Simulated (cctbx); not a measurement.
## Which space group?

Cell: a = 3.5780 Å, b = 3.5780 Å, c = 16.7130 Å, α = 90.00°, β = 90.00°, γ = 120.00°. Expected content of the cell: Pb4 Cd2 N2.

The data are simulated with cctbx, not measured: Mo Kα, λ = 0.71073 Å, to d = 0.65 Å, 70 % of the full sphere, strongest reflection 70000 counts, noise from counting, a 1.5 % proportional error and a noise floor of 2 counts (s.d.); no absorption.

Tests on the unmerged data give:

```text
1987 reflections to d = 0.651 A
centring   violations  <I/sigma> of those
    A        749 of   982     24.6
    B        738 of   983     23.9
    C        783 of  1021     24.5
    I        737 of   989     23.3
    R       1003 of  1337     25.2
    F       1135 of  1493     24.3
Laue class    unique    Rint  (classes that these axes allow; Friedel mates merged)
P -1             1292   0.011
P 1 1 2/m         741   0.013
P -3              494   0.014
P -3 1 m          302   0.015
P -3 m 1          342   0.014
P 6/m             266   0.015
P 6/m m m         208   0.015
space group    extra absences  I>4sigma  <I/sigma>
P 6 2 2                 0          0         -  acentric
P 63 2 2               20          0      -0.2  acentric
P 6 m m                 0          0         -  acentric
P 63 m c              199          0      -0.1  acentric
P -6 m 2                0          0         -  acentric
P -6 2 m                0          0         -  acentric
P -6 2 c              199          0      -0.1  acentric
P 6/m m m               0          0         -  centric
P 63/m m c            199          0      -0.1  centric
Wilson B = 1.10 A^2   <|E^2-1|> = 0.933 (0.968 centric, 0.736 acentric)   E^2>4: 0.5 %
shell (A)         n   <I/sigma>
16.72 - 1.30     40     65.1
 1.30 - 1.03     28     82.5
 1.03 - 0.90     22     60.7
 0.90 - 0.82     31     70.9
 0.82 - 0.76     21     61.8
 0.76 - 0.72     18     62.0
 0.72 - 0.68     25     72.0
 0.68 - 0.65     23     51.0
```

Q: Read the symmetry from these tables.

Every centring test has many violations, so the lattice is primitive.

Rint stays low (0.011 to 0.015) up to P 6/m m m, the highest class in these axes.

9 settings pass the absence test. The most absences obeyed, 199, belong to P 63 m c, P -6 2 c and P 63/m m c, which absences can't tell apart.

⟨|E²−1|⟩ = 0.933 leans to a centrosymmetric structure. The Wilson B of 1.10 Å² means U ≈ 0.0139 Å².

The true group is P6_3/mmc (no. 194), Laue class 6/mmm, centrosymmetric. The tables only narrow the choice to the tied entries; cell content, site symmetry and trial solutions must settle it.

This is a model crystal, built by substitution and not relaxed, with assumed displacement parameters.

[Logs are printed without paths, hosts, clocks, repeated set-up lines and the standing remarks that a program may print on its own settings, such as how far it seeks lower states.]
